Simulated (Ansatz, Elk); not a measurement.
## Bonding as seen by X-rays: Y3Zn

Structure refinements treat a crystal as free atoms side by side. For a made-up structure of Y3Zn (cell and positions from a PBEsol relaxation) the runs below show what the calculated density changes in F(hkl).

Calculated with Elk 11.2.3 (patched build); DFT, PBE, all-electron APW+lo, Dirac cores, scalar-relativistic bands, static density, no spin.

This account leaves out most program logs.

The structure was built from a prototype and need not be the compound's stable phase.

## Step 1: Starting point

Symmetry: Pm-3m, No. 221, cubic system. The conventional cell has a = 4.683 Å, b = 4.683 Å, c = 4.683 Å, α = 90.00°, β = 90.00°, γ = 90.00°. Y has 4 Zn at 3.31 Å and 8 Y at 3.31 Å nearest. Nearest to Zn lie 12 Y at 3.31 Å. Farther neighbours are not listed.

Coordinates:

```cif
data_structure
_symmetry_space_group_name_H-M 'P 1'
_symmetry_Int_Tables_number 1
_cell_length_a 4.6828
_cell_length_b 4.6828
_cell_length_c 4.6828
_cell_angle_alpha 90.000
_cell_angle_beta 90.000
_cell_angle_gamma 90.000
_cell_volume 102.69
loop_
_atom_site_label
_atom_site_type_symbol
_atom_site_fract_x
_atom_site_fract_y
_atom_site_fract_z
_atom_site_occupancy
Y1 Y 0.50000 0.50000 0.00000 1
Y2 Y 0.50000 0.00000 0.50000 1
Y3 Y 0.00000 0.50000 0.50000 1
Zn4 Zn 0.00000 0.00000 0.00000 1
```

## Step 2: Ground state and structure factors

An all-electron density is needed, since X-rays see the cores too. Task 0 finds the density and task 195 Fourier-transforms it; tshift is off so that phases refer to the origin typed.

elk.in

```
tasks
  0
  195

xctype
  20

spinpol
  .false.

rgkmax
  7.0

gmaxvr
  14.0

lmaxo
  7

lmaxapw
  8

swidth
  0.002

tshift
  .false.

ramdisk
  .false.

hmaxvr
  5.5

maxscl
  120

epspot
  1e-06

sppath
  './'

avec
  8.84921227482 -0.00000000000 -0.00000000000
  -0.00000000000 8.84921227482 -0.00000000000
  -0.00000000000 -0.00000000000 8.84921227482

atoms
  2
  'Y.in'
  3
  0.5000000000 0.5000000000 -0.0000000000   0.000000 0.000000 0.000000
  0.5000000000 -0.0000000000 0.5000000000   0.000000 0.000000 0.000000
  0.0000000000 0.5000000000 0.5000000000   0.000000 0.000000 0.000000
  'Zn.in'
  1
  -0.0000000000 0.0000000000 0.0000000000   0.000000 0.000000 0.000000

ngridk
  5 5 5
```

Launch:

```
OMP_NUM_THREADS=4 elk
```

Wall time 19 s (4 threads of Arm Neoverse V1, shared host); peak memory 0.19 GiB; 36 s of CPU time.

SFACRHO.OUT:

```text

h k l indices transformed by vhmat matrix:
   1.000000000       0.000000000       0.000000000    
   0.000000000       1.000000000       0.000000000    
   0.000000000       0.000000000       1.000000000    

      h      k      l  multipl.   |H|            Re(F)            Im(F)           |F|

      0      0      0      1   0.0000000       147.00000      0.14952616E-16   147.00000    
      0     -1      0      6  0.71002764      -7.4590208     -0.83506658E-14   7.4590208    
     -1      0      1     12   1.0041307      -6.7424863     -0.13021616E-15   6.7424863    
      1      1      1      8   1.2298039       118.33870     -0.22997038E-13   118.33870    
      0      0     -2      6   1.4200553       113.57590      0.14741104E-13   113.57590    
     -1      0     -2     24   1.5876701      -6.3773704     -0.71639835E-14   6.3773704    
     -1      1     -2     24   1.7392054      -6.2030053     -0.13668674E-13   6.2030053    
      2      2      0     12   2.0082614       99.838415     -0.25915127E-13   99.838415    
      2     -2      1     24   2.1300829      -5.8325192      0.61422428E-14   5.8325192    
      0      0      3      6   2.1300829      -5.7929549      0.19090095E-13   5.7929549    
     -3      1      0     24   2.2453045      -5.7952801      0.22251407E-13   5.7952801    
     -1     -1     -3     24   2.3548953       92.423796      0.30144227E-13   92.423796    
      2     -2     -2      8   2.4596079       90.377853      0.11722705E-13   90.377853    
     -2     -3      0     24   2.5600411      -5.7119405     -0.17302074E-13   5.7119405    
     -2      1      3     48   2.6566802      -5.7295190     -0.10280136E-14   5.7295190    
      4      0      0      6   2.8401106       83.371141     -0.21721508E-13   83.371141    
      3      2     -2     24   2.9275190      -5.7387549      0.16287685E-13   5.7387549    
     -4      0     -1     24   2.9275190      -5.7590622     -0.53711959E-14   5.7590622
```

Elk indexes on the primitive cell of elk.in and gives |H| = 4π sin θ/λ in inverse bohr. Below, one row stands for each form hkl of the conventional cell (m members, Friedel mates merged), F is for one primitive cell and the density is static (no thermal factor). Free-atom factors are Waasmaier and Kirfel's, and R is Σm||F|−|F'||/Σm|F|.

```csv
hkl,m,sin θ/λ (Å⁻¹),"abs F, DFT",neutral atoms,diff.
100,6,0.107,7.459,7.315,+0.144
110,12,0.151,6.742,6.760,-0.017
111,8,0.185,118.339,118.740,-0.401
200,6,0.213,113.576,113.959,-0.383
210,24,0.239,6.377,6.092,+0.285
211,24,0.262,6.203,5.949,+0.254
220,12,0.302,99.838,99.889,-0.050
221,24,0.320,5.832,5.690,+0.142
300,6,0.320,5.793,5.690,+0.103
310,24,0.338,5.795,5.651,+0.144
311,24,0.354,92.424,92.446,-0.022
222,8,0.370,90.378,90.359,+0.019
320,24,0.385,5.712,5.628,+0.084
321,48,0.400,5.729,5.641,+0.088
400,6,0.427,83.371,83.406,-0.035
322,24,0.440,5.739,5.712,+0.027
410,24,0.440,5.759,5.712,+0.048
411,24,0.453,5.718,5.740,-0.022
```

## Step 3: The highest occupied states alone

An energy window below the Fermi level keeps the highest occupied states, to see at which angles they scatter; shallow core shells can lie inside it and anion s states outside. No new self-consistency is needed.

Changes to elk.in since step 2:

```diff
@@ -1,3 +1,2 @@
 tasks
-  0
   195
@@ -40,2 +39,5 @@
 
+wsfac
+  -0.300140 0.551100
+
 sppath
```

Launch:

```
OMP_NUM_THREADS=4 elk
```

Run time: 11 s. Hardware: 4 threads; peak memory 0.19 GiB; 12 s of CPU time.

States within 15 eV below the Fermi level hold 21.00 electrons; any levels below the window count with the cores. Their amplitudes can exceed the total, where window and core parts have opposite phase:

```csv
hkl,sin θ/λ (Å⁻¹),"abs F, window","abs F, all"
100,0.107,9.106,7.459
110,0.151,8.608,6.742
111,0.185,8.051,118.339
200,0.213,7.277,113.576
210,0.239,6.417,6.377
211,0.262,5.994,6.203
220,0.302,5.610,99.838
221,0.320,5.002,5.832
300,0.320,5.044,5.793
310,0.338,4.696,5.795
```

## Step 4: Another functional

The difference from free atoms is small, so it is set against the change that LDA (Perdew-Wang) makes.

Changes to elk.in since step 3:

```diff
@@ -1,2 +1,3 @@
 tasks
+  0
   195
@@ -4,3 +5,3 @@
 xctype
-  20
+  3
 
@@ -39,5 +40,2 @@
 
-wsfac
-  -0.300140 0.551100
-
 sppath
```

Launch:

```
OMP_NUM_THREADS=4 elk
```

Elapsed: 11 s, on 4 threads; peak memory 0.19 GiB.

Against the first run R = 0.07 %; the largest change is -0.040 at 220.

## Step 5: A coarser k-mesh

About half the k-points along each axis test the sampling.

Changes to elk.in since step 4:

```diff
@@ -5,3 +5,3 @@
 xctype
-  3
+  20
 
@@ -60,2 +60,2 @@
 ngridk
-  5 5 5
+  2 2 2
```

Launch:

```
OMP_NUM_THREADS=4 elk
```

It took 17 s on 4 threads; peak memory 0.19 GiB; 27 s of CPU time.

Against the first run R = 0.03 %; the largest change is -0.159 at 200.

## Step 6: Basis size

The basis and the expansions that go with it are enlarged, to see whether the differences are converged.

Changes to elk.in since step 5:

```diff
@@ -11,12 +11,12 @@
 rgkmax
-  7.0
+  8.5
 
 gmaxvr
-  14.0
+  18.0
 
 lmaxo
-  7
+  9
 
 lmaxapw
-  8
+  10
 
@@ -60,2 +60,2 @@
 ngridk
-  2 2 2
+  5 5 5
```

Launch:

```
OMP_NUM_THREADS=4 elk
```

Elapsed: 46 s, on 4 threads; peak memory 0.31 GiB.

Against the first run R = 0.01 %; the largest change is -0.019 at 400.

## Step 7: Settings against the effect

```csv
run,R against the first run (%),"R against neutral atoms, low angle (%)",wall time
"PBE, rgkmax 7",0.00,0.95,19 s
LDA (Perdew-Wang),0.07,0.94,11 s
k-mesh 2×2×2,0.03,0.96,17 s
rgkmax 8.5 with larger expansions,0.01,0.94,46 s
```

## Step 8: Results

```
R against neutral atoms, sin θ/λ < 0.3 Å⁻¹ : 0.95 %
R against neutral atoms, 0.3 to 0.82 Å⁻¹   : 0.26 %
```

In words: Independent neutral atoms miss the calculated amplitudes by R = 0.95 % below 0.3 Å⁻¹ and 0.26 % from there to 0.82 Å⁻¹; by shells, 1.94 % below 0.15 Å⁻¹ (1 form), 0.93 % 0.15 to 0.3 (5 forms), 0.30 % 0.3 to 0.45 (11 forms), 0.25 % above 0.45 (57 forms). Bonding, aspherical density and the tables' own atoms all enter these figures, and the runs don't part them. The largest change of an amplitude is -0.40 electrons, at 111. The window's part falls from 21.0 electrons at the origin to at most 3.13 between 0.45 and 0.82 Å⁻¹, where compact states inside the window still scatter. Below 0.3 Å⁻¹ the changes that finished (LDA (Perdew-Wang), k-mesh 2×2×2 and rgkmax 8.5 with larger expansions) move F by R = 0.15 % at most, against the 0.95 % that separates it from free atoms. A single amplitude moves by up to 0.16 electrons, against 0.40 for the largest difference from free atoms. Part of the difference isn't bonding: the tables are fits to free atoms and ions calculated by other methods than this functional. Thermal motion, anomalous dispersion and extinction are left out.

[Logs are printed without paths, hosts, clocks, repeated set-up lines and the standing remarks that a program may print on its own settings, such as how far it seeks lower states.]

[Hosts, paths, dates, database ids (printed as entryN), source tags and the programs' standing remarks are cut or masked in the printed files.]
